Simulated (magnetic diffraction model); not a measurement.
# Ce2CdTe4: what an assumed order does to the neutron pattern

Space group I-42d (no. 122), a = 9.3290 Å, c = 9.2780 Å.

```csv
site,atom,x,y,z
8d,Ce,0.1337,1/4,1/8
16e,Te,0.4313,0.3190,0.3016
4b,Cd,0,0,1/2
```

The compound is invented for this exercise: a known structure type with other elements, its cell scaled to their sizes and not relaxed.

Only Ce is taken to order (form factors of Ce3+); orders and moment sizes are assumed, and not adapted to the symmetry. Radiation: neutrons of λ = 2.41 Å (absorption by Cd left out), 5° to 50°; isotropic B of 0.15 Å² (Ce), 0.15 Å² (Te) and 0.12 Å² (Cd). Simulated constant-wavelength pattern: nuclear and magnetic terms add, the magnetic one as |2.695 fm × Σ f S⊥ exp(2πi Q·r) exp(−B s²)|², summed over all Q at one angle with the factor 1/(sin²θ cos θ). For collinear order S is the moment m, which repeats by lattice and centring translations R with the sign exp(−2πi k·R). Free-ion form factors, Sears's scattering lengths of 1992, no absorption; a label names one of the reflections at its angle. The strongest nuclear line in the range is 100, and lines under 0.2 are left out.

Assume the order k = (0 0 0), collinear moments along [010], 2.1 μB on Ce; signs + at (0.1337, 1/4, 1/8), + at (3/4, 0.1337, 7/8), + at (0.3663, 1/4, 5/8), + at (3/4, 0.3663, 3/8).

Predict the pattern, nuclear and magnetic parts apart.

```
2θ (°)    index  nuclear  magnetic
 21.11  (1 0 1)      0.4      13.5
 29.94  (2 0 0)      0.1       6.0
 36.92  (2 1 1)      4.5      21.3
 37.03  (1 1 2)      3.8      23.4
 42.86  (2 2 0)      2.5       0.1
 42.98  (2 0 2)      7.9       5.5
 48.22  (3 1 0)     90.2       6.4
 48.24  (3 0 1)    100.0       2.6
 48.47  (1 0 3)     90.3       3.0
```

The strongest magnetic line in the range is (1 1 2) at 37.03° (23.4). On top of the Lorentz factor, which all lines share, magnetic lines fade with angle because f falls: for Ce3+ it is 0.96, 0.86, 0.71 and 0.43 at sin θ/λ = 0.1, 0.2, 0.3 and 0.5 Å⁻¹, while nuclear lengths stay constant. The net moment is 8.40 μB a primitive cell.

[Logs are printed without paths, hosts, clocks, repeated set-up lines and the standing remarks that a program may print on its own settings, such as how far it seeks lower states.]
